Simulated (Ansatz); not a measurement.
# GePd4 quenched from the melt in DFT dynamics (110 atoms), the frame at 1620 fs of a trajectory, stage 'held at 300 K' (instantaneous temperature 265 K)

The starting structure: 110 atoms (22 Ge, 88 Pd) packed at random in a cube at 10.3 g/cm³ and pushed apart as soft spheres; a start for melting by ab initio MD, not an equilibrated structure. The starting density is a measured one.

This is the frame at 1620 fs of a trajectory, stage 'held at 300 K' (instantaneous temperature 265 K). Method: Kohn-Sham DFT, PBE, PAW (set soft_2), plane waves (Ansatz 0.2.0); cutoff 420 eV, Γ point, fermi-dirac smearing of 0.05 eV; density 10.3 g/cm³.

Cell vectors (Å):

```
12.091 0.000 0.000
0.000 12.091 0.000
0.000 0.000 12.091
```

Positions (Å):

```
1 Ge 7.859 8.307 6.011
2 Ge 9.904 4.884 9.075
3 Ge 7.699 5.732 2.919
4 Ge 0.703 7.723 5.870
5 Ge 1.967 9.532 2.005
6 Ge 6.452 6.237 10.204
7 Ge 6.069 8.778 1.230
8 Ge 8.156 12.038 1.198
9 Ge 7.248 2.542 7.085
10 Ge 3.999 4.666 1.566
11 Ge 3.289 10.539 10.296
12 Ge 11.351 1.028 4.717
13 Ge 9.874 0.778 8.405
14 Ge 8.569 10.165 10.452
15 Ge 9.991 9.665 3.095
16 Ge 1.386 2.003 3.255
17 Ge 2.323 6.832 10.428
18 Ge 6.896 2.637 11.751
19 Ge 3.697 3.034 9.186
20 Ge 4.498 5.983 6.484
21 Ge 5.292 2.192 3.345
22 Ge 4.464 10.907 5.376
23 Pd 10.674 8.810 10.935
24 Pd 0.134 3.172 5.584
25 Pd 5.031 8.394 5.336
26 Pd 5.355 6.748 2.755
27 Pd 10.271 6.410 11.979
28 Pd 8.986 1.116 5.769
29 Pd 9.112 6.307 7.042
30 Pd 2.893 6.849 4.714
31 Pd 11.555 10.609 4.791
32 Pd 10.139 11.427 11.865
33 Pd 1.749 4.586 9.143
34 Pd 3.280 8.906 12.041
35 Pd 6.454 7.089 7.881
36 Pd 4.214 9.199 2.760
37 Pd 0.820 10.757 11.289
38 Pd 11.144 10.749 9.102
39 Pd 9.466 4.439 1.722
40 Pd 11.571 3.047 8.469
41 Pd 8.032 9.220 8.393
42 Pd 9.477 3.744 6.641
43 Pd 10.872 8.256 8.060
44 Pd 5.898 0.903 5.420
45 Pd 0.421 8.146 3.324
46 Pd 2.868 2.409 1.260
47 Pd 7.343 0.310 10.908
48 Pd 10.000 7.235 2.340
49 Pd 7.703 1.298 3.084
50 Pd 8.198 4.632 11.282
51 Pd 2.226 4.697 6.294
52 Pd 12.060 5.737 1.846
53 Pd 7.556 0.265 8.080
54 Pd 1.815 5.072 12.065
55 Pd 7.193 3.417 4.711
56 Pd 2.134 4.385 3.239
57 Pd 0.658 7.780 0.089
58 Pd 6.533 10.465 6.391
59 Pd 11.655 9.783 1.420
60 Pd 11.864 3.142 1.870
61 Pd 4.718 4.478 4.145
62 Pd 9.084 2.445 9.904
63 Pd 6.434 3.944 1.686
64 Pd 7.645 8.329 3.539
65 Pd 3.428 9.798 7.537
66 Pd 6.599 8.769 10.752
67 Pd 11.930 6.419 9.919
68 Pd 4.486 0.503 7.593
69 Pd 2.481 7.053 7.638
70 Pd 3.262 2.301 4.952
71 Pd 11.884 0.592 7.056
72 Pd 7.352 4.542 8.551
73 Pd 3.825 0.099 3.277
74 Pd 5.362 1.204 1.096
75 Pd 11.864 5.554 7.205
76 Pd 4.413 5.451 9.030
77 Pd 4.551 3.727 11.388
78 Pd 8.613 9.470 0.894
79 Pd 9.410 5.407 4.516
80 Pd 7.579 6.939 0.780
81 Pd 6.375 10.861 2.561
82 Pd 3.828 0.845 10.540
83 Pd 1.619 2.459 10.867
84 Pd 6.033 2.205 9.472
85 Pd 1.767 11.780 8.609
86 Pd 4.202 8.164 9.508
87 Pd 4.773 3.501 7.021
88 Pd 5.325 10.861 12.041
89 Pd 0.603 10.009 6.978
90 Pd 10.425 0.015 2.526
91 Pd 6.697 6.063 5.339
92 Pd 4.613 6.386 12.055
93 Pd 2.125 12.024 5.726
94 Pd 2.012 2.231 7.540
95 Pd 9.395 1.956 0.512
96 Pd 2.610 6.959 2.012
97 Pd 9.968 2.796 3.797
98 Pd 11.537 1.066 10.355
99 Pd 0.032 5.725 4.529
100 Pd 2.857 11.795 0.779
101 Pd 1.101 11.680 3.018
102 Pd 5.613 10.787 9.211
103 Pd 9.615 10.752 6.915
104 Pd 11.246 3.882 11.164
105 Pd 8.400 10.807 4.475
106 Pd 1.329 8.904 9.371
107 Pd 8.792 6.908 9.835
108 Pd 2.382 9.537 4.856
109 Pd 0.239 0.870 0.611
110 Pd 10.282 8.100 5.257
```

Predict the forces.

Columns: atom, fx, fy, fz (forces in eV/Å).

```
1 -0.219 0.054 -0.110
2 0.543 -0.547 0.002
3 -0.370 0.117 0.242
4 0.015 -0.008 0.314
5 -0.064 0.272 -0.307
6 -0.428 0.152 1.024
7 -0.179 -0.065 -0.454
8 -0.199 -0.618 -0.113
9 -0.470 -0.141 -0.235
10 -0.585 0.201 0.589
11 -0.230 0.426 -0.666
12 -0.216 -0.380 -0.317
13 0.467 -0.314 -0.254
14 0.515 0.330 0.504
15 -0.512 -0.846 0.369
16 0.617 -0.099 0.237
17 0.172 -0.148 0.009
18 0.174 -0.224 -0.331
19 -0.478 -0.691 -0.047
20 -0.049 0.183 -0.071
21 0.095 -0.053 0.258
22 -1.054 0.058 -0.191
23 -0.390 0.494 -0.545
24 -0.312 -0.244 -0.191
25 0.294 -0.092 0.287
26 0.293 -0.303 -0.012
27 0.159 -0.628 0.395
28 -0.124 -0.017 0.145
29 -0.022 0.770 0.348
30 -0.143 -0.349 -0.133
31 -0.538 0.259 -0.310
32 0.064 0.305 -0.416
33 -0.238 0.118 0.031
34 -0.135 -0.262 0.648
35 -0.770 0.506 -0.168
36 -0.108 0.341 0.382
37 0.233 -0.035 -0.372
38 0.145 0.247 0.498
39 -0.209 0.411 -0.184
40 0.011 0.033 -0.144
41 -0.023 -0.155 -0.546
42 0.171 -0.932 0.173
43 -0.205 -0.254 -0.024
44 0.658 0.392 -0.552
45 -0.099 -0.240 0.570
46 -0.423 0.174 0.215
47 0.342 -0.468 0.319
48 -0.331 0.562 0.880
49 -0.002 -0.040 0.210
50 0.059 0.232 0.484
51 0.614 -0.443 -0.207
52 0.208 -0.071 -0.154
53 -0.471 0.089 0.070
54 0.310 -0.315 0.076
55 0.484 0.128 0.189
56 -0.408 0.272 -0.019
57 0.851 -0.431 0.183
58 0.597 -0.297 0.908
59 -0.180 0.786 -0.696
60 0.064 -0.151 -0.355
61 -0.203 0.180 -0.024
62 -0.383 0.275 -0.252
63 -0.008 0.097 0.430
64 -0.158 -0.098 -0.190
65 0.243 0.449 -0.494
66 -0.187 -0.878 0.525
67 -0.142 -0.054 -0.557
68 -0.809 0.280 0.176
69 -0.595 0.199 -0.181
70 -0.275 -0.079 -0.015
71 -0.422 0.385 -0.183
72 0.186 -0.107 -0.227
73 0.485 -0.166 0.383
74 0.479 0.292 -0.176
75 -0.200 0.525 0.309
76 0.002 -0.047 0.165
77 0.252 -0.566 0.244
78 -0.234 -0.020 0.265
79 0.216 0.091 -0.069
80 -0.063 -0.797 -0.534
81 0.159 0.583 -0.016
82 0.318 -0.012 -0.066
83 0.239 0.204 -0.123
84 0.061 0.163 -0.787
85 0.623 0.188 1.193
86 0.596 0.091 0.196
87 0.589 -0.395 -0.474
88 -0.026 -0.345 -0.065
89 0.188 -1.115 0.176
90 -0.339 0.426 0.265
91 0.559 0.324 -0.411
92 0.223 0.880 -0.754
93 0.268 0.502 0.107
94 0.391 -0.153 0.076
95 0.214 0.416 0.170
96 -0.106 -0.173 -0.325
97 -0.065 0.048 0.077
98 -0.634 0.059 -1.304
99 0.151 -0.207 -0.053
100 -0.569 -0.444 -0.243
101 0.190 0.109 -0.273
102 -0.099 -0.254 0.152
103 0.358 -0.135 -0.417
104 0.074 0.133 0.220
105 -0.047 0.626 0.048
106 0.099 -0.069 0.256
107 -0.006 0.808 -0.459
108 -0.202 -0.234 -0.483
109 0.698 -0.098 1.530
110 -0.056 0.062 -0.241
```

Only the Γ point is sampled, in a cell whose shortest periodic width is 12 Å.

The r.m.s. force component is 0.388 eV/Å; the longest force, 1.68 eV/Å, acts on Pd109. The energy lies 34.6 meV/atom below that of the first step of this run.

[Logs are printed without paths, hosts, clocks, repeated set-up lines and the standing remarks that a program may print on its own settings, such as how far it seeks lower states.]

[Hosts, paths, dates, database ids (printed as entryN), source tags and the programs' standing remarks are cut or masked in the printed files.]
